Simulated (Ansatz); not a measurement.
## LaSb (model cell, started as wurtzite): the cell at rest

Aim: bring LaSb (model cell, started as wurtzite) to small forces and stress, as phonons need.

Method: DFT PBEsol, scalar-relativistic, plane waves, PAW, in Ansatz 0.2.0.

The structure was built from a prototype and need not be the compound's stable phase.

### Step 1. The structure

Symmetry: P6_3mc, No. 186, hexagonal system. Conventional cell: a = 5.035 Å, b = 5.035 Å, c = 8.222 Å, α = 90.00°, β = 90.00°, γ = 120.00°. Nearest to La lie 4 Sb at 3.08 Å. Nearest to Sb lie 4 La at 3.08 Å. Farther neighbours are not listed.

### Step 2. A coarse first look

A quick single point on a coarse mesh tells whether the cell has a gap and how far it is from rest, which sets the k mesh and smearing that follow.

Input file input.yaml:

```yaml
crystal:
  lattice:
    - [5.03484, 0.0, 0.0]
    - [-2.51742, 4.3603, 0.0]
    - [0.0, 0.0, 8.2219]
  atoms:
    - { symbol: La, position: [0.333333, 0.666667, 0.0] }
    - { symbol: La, position: [0.666667, 0.333333, 0.5] }
    - { symbol: Sb, position: [0.333333, 0.666667, 0.375] }
    - { symbol: Sb, position: [0.666667, 0.333333, 0.875] }
kpoints:
  mp_grid: { grid: [6, 6, 2] }
hamiltonian:
  xc: pbesol
scf:
  occupations: { method: gaussian, width: 0.1 }
output:
  forces: true
  stress: true
  eigenvalues: true
```

The run is started by

```
> ansatz run input.yaml --threads 4 --pin off --max-ram 7168MiB --backend cpu --events-out ev --progress --plain --runs-dir out
```

Numbers of over 12 decimals in the logs are rounded to 6 here.

The program printed:

```text
[...]
k-point 0: bands = [... 22 lower, 4.8879, 4.9117, 5.2083, 5.2083, 7.5409, 7.8397, 7.8397, 8.0041, ... 2 higher]
  k-point 1: bands = [... 22 lower, 5.0237, 5.0237, 5.0237, 5.0237, 7.9008, 7.9008, 8.0668, 8.0668, ... 2 higher]
  k-point 2: bands = [... 22 lower, 4.9759, 4.9841, 5.1103, 5.3491, 7.4926, 7.7850, 7.8149, 7.9014, ... 2 higher]
  k-point 13: bands = [... 22 lower, 4.9890, 4.9890, 5.6555, 5.6555, 7.5767, 7.5767, 7.9815, 7.9815, ... 2 higher]
[key lines of the parts left out:]
SCF converged after 8 iterations
Free energy (F): -25141.340361 eV
Fermi energy:    6.518667 eV
P = ⅓ Tr σ = 0.6542 GPa (6.542 kbar)
```

Run time: 3 s. Hardware: 4 threads of Arm Neoverse V1, shared host; peak memory 0.47 GiB.

A gap read on the k-mesh alone can miss the band edges.

This step gave:

```yaml
pressure: 0.6542 GPa
gap_on_the_k_mesh: 1.314 eV
volume_per_atom: 45.12 Å³
direct_gap_on_mesh: 1.506 eV
```

The coarse mesh shows a gap of 1.31 eV and a pressure of 0.7 GPa.

### Step 3. Bringing the structure to rest, k-mesh 6×6×4, smearing width 0.02 eV

The cell and atoms are relaxed, since residual forces and stress would shift the frequencies.

input.yaml, the sections that differ from step 2:

```yaml
kpoints:
  mp_grid: { grid: [6, 6, 4] }
scf:
  occupations: { method: gaussian, width: 0.02 }
relax:
  adjacent_minimum: "off"
  f_tol: 0.005
  max_steps: 80
  cell: { stress_tol: 0.05 }
# crystal, hamiltonian, output: as in step 2
```

The program printed:

```text
[...]
Crystal: 4 atoms, lattice volume = 180.499 Å³
Basis set: ecut = 420 eV, 3513 PW (Γ), exchange–correlation on 72×72×120 points (8 copies of the dense FFT grid, shifted against one another)
Bands: 32, of which v1, the nominal top of the filled ones, is band 26 counted from 1 (25 counted from 0)
Symmetry: 12 space group operations
[...]
k-points: 21 of 144 (time reversal used)
[...]
SCF iter   1: F=—  HF=-25141.354213 eV  |F-HF|=—  |Δ(HF+E_count)|=         —  Δρ=3.03e-3  dr2=3.04e-2  ethr=1.77e-3  ⟨swp⟩=8.3  Hψ=3202  notcnv=0
[...]
SCF iter   8: F=-25141.344309 eV  HF=-25141.344309 eV  |F-HF|=6.99e-9  |Δ(HF+E_count)|=   1.55e-7  Δρ=2.78e-6  dr2=2.34e-8  ethr=1.92e-10  ⟨swp⟩=16.0  Hψ=3683  notcnv=0
SCF 1 converged in 8 iterations: F = -25141.344309 eV  dr2 = 2.34e-8
[...]
relax step   1: F+E_penalty+E_count = -25141.34430896 eV  Δ(F+E_penalty+E_count) = +0.000e0 eV  max|allowed force component| = 1.282e-1 eV/Å  Δτ_max = 0.0000 Å  P = +0.636 GPa  Ω = 180.499 Å³  (8 SCF iters, dr2 threshold 1.00e-7 eV, accepted)
Crystal: 4 atoms, lattice volume = 185.383 Å³
Basis set: ecut = 420 eV, 3573 PW (Γ), exchange–correlation on 72×72×120 points (8 copies of the dense FFT grid, shifted against one another)
[...]
iter 1 solved again at ethr=3.12e-5 eV; its pass at ethr=3.10e-3 eV (dr2=1.62e-2 eV) is discarded
[...]
SCF iter   7: F=-25141.414673 eV  HF=-25141.414673 eV  |F-HF|=3.97e-8  |Δ(HF+E_count)|=   5.37e-7  Δρ=4.30e-6  dr2=6.62e-8  ethr=7.69e-10  ⟨swp⟩=11.6  Hψ=3792  notcnv=0
SCF 2 converged in 7 iterations: F = -25141.414673 eV  dr2 = 6.62e-8
[...]
relax step   2: F+E_penalty+E_count = -25141.41467318 eV  Δ(F+E_penalty+E_count) = -7.036e-2 eV  max|allowed force component| = 7.958e-2 eV/Å  Δτ_max = 0.0539 Å  P = -0.489 GPa  Ω = 185.383 Å³  energy of the carried Pulay correction = -3.396e-4 eV  (7 SCF iters, dr2 threshold 4.00e-7 eV, accepted)
Crystal: 4 atoms, lattice volume = 183.723 Å³
Basis set: ecut = 420 eV, 3631 PW (Γ), exchange–correlation on 72×72×120 points (8 copies of the dense FFT grid, shifted against one another)
[...]
SCF iter   7: F=-25141.577037 eV  HF=-25141.577037 eV  |F-HF|=3.23e-8  |Δ(HF+E_count)|=   2.81e-7  Δρ=4.22e-6  dr2=4.36e-8  ethr=7.69e-10  ⟨swp⟩=8.8  Hψ=3207  notcnv=0
SCF 3 converged in 7 iterations: F = -25141.577037 eV  dr2 = 4.36e-8
relax step   3: F+E_penalty+E_count = -25141.57703687 eV  Δ(F+E_penalty+E_count) = -1.624e-1 eV  max|allowed force component| = 1.867e-1 eV/Å  Δτ_max = 0.0848 Å  P = -0.857 GPa  Ω = 183.723 Å³  energy of the carried Pulay correction = -2.252e-4 eV  (7 SCF iters, dr2 threshold 4.00e-7 eV, accepted)
[... from here on, the SCF cycles and remarks between the steps are left out ...]
relax step   4: F+E_penalty+E_count = -25141.83344809 eV  Δ(F+E_penalty+E_count) = -2.564e-1 eV  max|allowed force component| = 3.420e-1 eV/Å  Δτ_max = 0.0889 Å  P = -0.937 GPa  Ω = 178.824 Å³  energy of the carried Pulay correction = +1.186e-4 eV  (7 SCF iters, dr2 threshold 4.00e-7 eV, accepted)
relax step   5: F+E_penalty+E_count = -25142.18520698 eV  Δ(F+E_penalty+E_count) = -3.518e-1 eV  max|allowed force component| = 4.564e-1 eV/Å  Δτ_max = 0.1018 Å  P = -0.756 GPa  Ω = 172.427 Å³  energy of the carried Pulay correction = +5.819e-4 eV  (7 SCF iters, dr2 threshold 4.00e-7 eV, accepted)
relax step   6: F+E_penalty+E_count = -25142.48192086 eV  Δ(F+E_penalty+E_count) = -2.967e-1 eV  max|allowed force component| = 3.433e-1 eV/Å  Δτ_max = 0.1115 Å  P = +0.363 GPa  Ω = 165.202 Å³  energy of the carried Pulay correction = +1.126e-3 eV  (8 SCF iters, dr2 threshold 4.00e-7 eV, accepted)
relax step   7: F+E_penalty+E_count = -25142.23162578 eV  Δ(F+E_penalty+E_count) = +2.503e-1 eV  max|allowed force component| = 9.536e-1 eV/Å  Δτ_max = 0.1774 Å  P = -0.838 GPa  Ω = 174.869 Å³  energy of the carried Pulay correction = +4.031e-4 eV  (8 SCF iters, dr2 threshold 4.00e-7 eV, rejected (line search))
relax step   8: F+E_penalty+E_count = -25142.52847157 eV  Δ(F+E_penalty+E_count) = -4.655e-2 eV  max|allowed force component| = 6.784e-3 eV/Å  Δτ_max = 0.0716 Å  P = +0.135 GPa  Ω = 165.923 Å³  energy of the carried Pulay correction = +1.071e-3 eV  (11 SCF iters, accepted)
relax step   9: F+E_penalty+E_count = -25142.52865680 eV  Δ(F+E_penalty+E_count) = -1.852e-4 eV  max|allowed force component| = 1.164e-4 eV/Å  Δτ_max = 0.0014 Å  P = +0.002 GPa  Ω = 166.406 Å³  energy of the carried Pulay correction = +1.034e-3 eV  (5 SCF iters, dr2 threshold 6.87e-8 eV, accepted)
relax step  10: F+E_penalty+E_count = -25142.53061881 eV  Δ(F+E_penalty+E_count) = -1.962e-3 eV  max|allowed force component| = 1.193e-4 eV/Å  Δτ_max = 0.0000 Å  P = +0.036 GPa  Ω = 166.406 Å³  stress off target by 6.82e-2 GPa  SCF on the basis re-selected at this cell (its energy is not comparable with the rows above)  (6 SCF iters)
relax step  11: F+E_penalty+E_count = -25142.53065959 eV  Δ(F+E_penalty+E_count) = -4.078e-5 eV  max|allowed force component| = 2.027e-5 eV/Å  Δτ_max = 0.0000 Å  P = +0.005 GPa  Ω = 166.557 Å³  energy of the carried Pulay correction = -1.187e-5 eV  (5 SCF iters, dr2 threshold 1.16e-8 eV, accepted)
[...]
SCF iter   1: F=—  HF=-25142.530622 eV  |F-HF|=—  |Δ(HF+E_count)|=         —  Δρ=1.43e-6  dr2=4.84e-9  ethr=8.51e-7  ⟨swp⟩=4.1  Hψ=5133  notcnv=0
eigensolver tolerance schedule: the retry pair's looser diagonalisation over-reported the residual by 91317.58 of it (diagonalisation noise at an unbounded share of the residual, at the tolerance the schedule requests for it); recorded, not acted on — ethr = c·dr2/N_el stays at c = 1.0e-1
[...]
SCF iter   2: F=—  HF=-25142.530667 eV  |F-HF|=—  |Δ(HF+E_count)|=   4.45e-5  Δρ=8.35e-7  dr2=1.74e-9  ethr=9.32e-12  ⟨swp⟩=4.4  Hψ=2307  notcnv=0
[...]
SCF iter   6: F=-25142.530667 eV  HF=-25142.530667 eV  |F-HF|=3.64e-12  |Δ(HF+E_count)|=  1.46e-11  Δρ=1.32e-7  dr2=2.59e-11  ethr=1.00e-12  ⟨swp⟩=8.4  Hψ=2910  notcnv=0
SCF 12 converged in 6 iterations: F = -25142.530667 eV  dr2 = 2.59e-11
relax step  12: F+E_penalty+E_count = -25142.53066669 eV  Δ(F+E_penalty+E_count) = -7.102e-6 eV  max|allowed force component| = 2.033e-5 eV/Å  Δτ_max = 0.0000 Å  P = +0.005 GPa  Ω = 166.557 Å³  stress off target by 6.87e-3 GPa  SCF on the basis re-selected at this cell (its energy is not comparable with the rows above)  (6 SCF iters)
[...]
SCF converged after 6 iterations
Free energy (F): -25142.530667 eV
[...]
Internal energy: -25142.530510 eV  (E = F + TS)
E sigma→0 (E₀):  -25142.530588 eV
Entropy (-TS):   -0.000157 eV (-0.039 meV/atom)
Fermi energy:    7.261262 eV
[...]
--- Forces (eV/Å), atoms counted from 1 ---
  atom   1  La    -0.00000000     0.00000000    -0.00002036
  atom   2  La     0.00000000    -0.00000000    -0.00002036
  atom   3  Sb     0.00000000     0.00000000     0.00002030
  atom   4  Sb     0.00000000    -0.00000000     0.00002030
  max |Σ_I F_I| component: 1.22e-7 eV/Å
--- Stress (GPa, compression-positive) ---
        0.006869       0.000000       0.000000
        0.000000       0.006869      -0.000000
        0.000000      -0.000000       0.000686
  P = ⅓ Tr σ = 0.0048 GPa (0.048 kbar)
--- Band table (eV; the first three rows and the last of 21) ---
  k-point 0: bands = [... 22 lower, 5.7131, 5.7131, 6.0692, 7.4144, 8.0641, 8.0641, 8.5309, 9.0151, ... 2 higher]
  k-point 1: bands = [... 22 lower, 5.5812, 5.5854, 5.5854, 6.1966, 8.4600, 8.4600, 8.6409, 9.0293, ... 2 higher]
  k-point 2: bands = [... 22 lower, 5.4869, 5.4869, 5.4869, 5.4869, 8.8703, 8.8703, 8.9284, 8.9284, ... 2 higher]
  k-point 20: bands = [... 22 lower, 5.9575, 5.9575, 6.0009, 6.0009, 8.3968, 8.3968, 8.9049, 8.9049, ... 2 higher]
--- Relaxed structure (10 steps of the walk, 9 accepted, 2 SCFs on fresh bases) ---
  F+E_penalty+E_count = -25142.53066669 eV   max|allowed force component| = 2.033e-5 eV/Å   (the final SCF, on the basis selected at the relaxed cell)
  cell:  # Å, volume = 166.5568 Å³
    - [5.482901, 0.0, 0]
    - [-2.741450, 4.748331, 0]
    - [0, 0, 6.397510]
  atoms:
    - { symbol: La, position: [0.333333, 0.666667, -0.062499] }
    - { symbol: La, position: [0.666667, 0.333333, 0.437501] }
    - { symbol: Sb, position: [0.333333, 0.666667, 0.437499] }
    - { symbol: Sb, position: [0.666667, 0.333333, 0.937499] }
```

Wall time 54 s (4 threads); peak memory 0.55 GiB.

The steps of the relaxation:

```tsv
step	energy less that of the first step (eV)	largest force component (eV/Å)	pressure (GPa)	volume (Å³)
1	0.0000	0.1282	0.64	180.50
2	-0.0704	0.0796	-0.49	185.38
3	-0.2327	0.1867	-0.86	183.72
4	-0.4891	0.3420	-0.94	178.82
5	-0.8409	0.4564	-0.76	172.43
6	-1.1376	0.3433	0.36	165.20
7	-0.8873	0.9536	-0.84	174.87
8	-1.1842	0.0068	0.13	165.92
9	-1.1843	0.0001	0.00	166.41
10*	-1.1863	0.0001	0.04	166.41
11	-1.1864	0.0000	0.00	166.56
12*	-1.1864	0.0000	0.00	166.56
```

Relaxation steps marked * repeat the geometry before them on a plane-wave basis chosen anew for their cell, so energy and pressure can jump there. Relaxation step 7 was tried and not accepted.

Forces are held to the 12 operations that the run works with; a distortion that breaks them can't arise in this run.

```tsv
cell as run	before	after	change
a (Å)	5.035	5.483	+8.9 %
b (Å)	5.035	5.483	+8.9 %
c (Å)	8.222	6.398	-22.2 %
volume (Å³/atom)	45.12	41.64	-7.7 %
```

The atoms that moved most (Å, as changes of fractional coordinates times the final cell):

```tsv
atom	dx	dy	dz	length
Sb4	0.000	0.000	0.400	0.400
La1	0.000	0.000	-0.400	0.400
La2	0.000	0.000	-0.400	0.400
Sb3	0.000	0.000	0.400	0.400
```

The relaxed structure:

```xyz
4
Lattice="5.4829 0.0000 0.0000 -2.7415 4.7483 0.0000 0.0000 0.0000 6.3975" Properties=species:S:1:pos:R:3 pbc="T T T"
La    0.0000    3.1656   -0.3998
La    2.7415    1.5828    2.7989
Sb    0.0000    3.1656    2.7989
Sb    2.7415    1.5828    5.9977
```

This step gave:

* pressure: 0.004808 GPa
* volume per atom: 41.64 Å³
* gap on the k-mesh: 0 eV

In this step the volume went from 45.12 to 41.64 Å³/atom.

### Step 4. Bringing the structure to rest, k-mesh 9×9×6, smearing width 0.1 eV

The relaxation is repeated from its end, on the mesh and smearing that suit the cell and gap now reached.

Input file input.yaml:

```yaml
crystal:
  lattice:
    - [5.482900614, 0.0, 0.0]
    - [-2.741450307, 4.7483312181, 0.0]
    - [0.0, 0.0, 6.3975102087]
  atoms:
    - { symbol: La, position: [0.3333333333, 0.6666666667, -0.0624994746] }
    - { symbol: La, position: [0.6666666667, 0.3333333333, 0.4375005254] }
    - { symbol: Sb, position: [0.3333333333, 0.6666666667, 0.4374994746] }
    - { symbol: Sb, position: [0.6666666667, 0.3333333333, 0.9374994746] }
kpoints:
  mp_grid: { grid: [9, 9, 6] }
hamiltonian:
  xc: pbesol
scf:
  occupations: { method: gaussian, width: 0.1 }
output:
  forces: true
  stress: true
  eigenvalues: true
  write_density: true
  write_potential: true
  elf: true
  volumetric_format: npy
relax:
  adjacent_minimum: "off"
  f_tol: 0.005
  max_steps: 80
  cell: { stress_tol: 0.05 }
```

The program printed:

```text
[...]
Crystal: 4 atoms, lattice volume = 166.557 Å³
Basis set: ecut = 420 eV, 3231 PW (Γ), exchange–correlation on 80×80×90 points (8 copies of the dense FFT grid, shifted against one another)
Bands: 32, of which v1, the nominal top of the filled ones, is band 26 counted from 1 (25 counted from 0)
Symmetry: 24 space group operations
[...]
--- Relaxed structure (1 steps of the walk, 1 accepted, 1 SCFs on fresh bases) ---
[...]
cell:  # Å, volume = 166.5568 Å³
    - [5.482901, 0.0, 0.0]
    - [-2.741450, 4.748331, 0.0]
    - [0.0, 0.0, 6.3975102087]
  atoms:
    - { symbol: La, position: [0.333333, 0.666667, -0.062500] }
    - { symbol: La, position: [0.666667, 0.333333, 0.4375] }
    - { symbol: Sb, position: [0.333333, 0.666667, 0.4375] }
    - { symbol: Sb, position: [0.666667, 0.333333, 0.937500] }
[key lines of the parts left out:]
SCF converged after 6 iterations
Free energy (F): -25142.533995 eV
Fermi energy:    7.275924 eV
P = ⅓ Tr σ = -0.0002 GPa (-0.002 kbar)
```

It took 11 s on 4 threads; peak memory 0.64 GiB.

Little changed from the start: no atom moved by 0.005 Å and no cell edge by 0.1 %.

Numbers from this step:

```yaml
pressure: -2.13e-4 GPa
```

(Part 1 of 2 ends here.)

[Logs are printed without paths, hosts, clocks, repeated set-up lines and the standing remarks that a program may print on its own settings, such as how far it seeks lower states.]

[Hosts, paths, dates, database ids (printed as entryN), source tags and the programs' standing remarks are cut or masked in the printed files.]
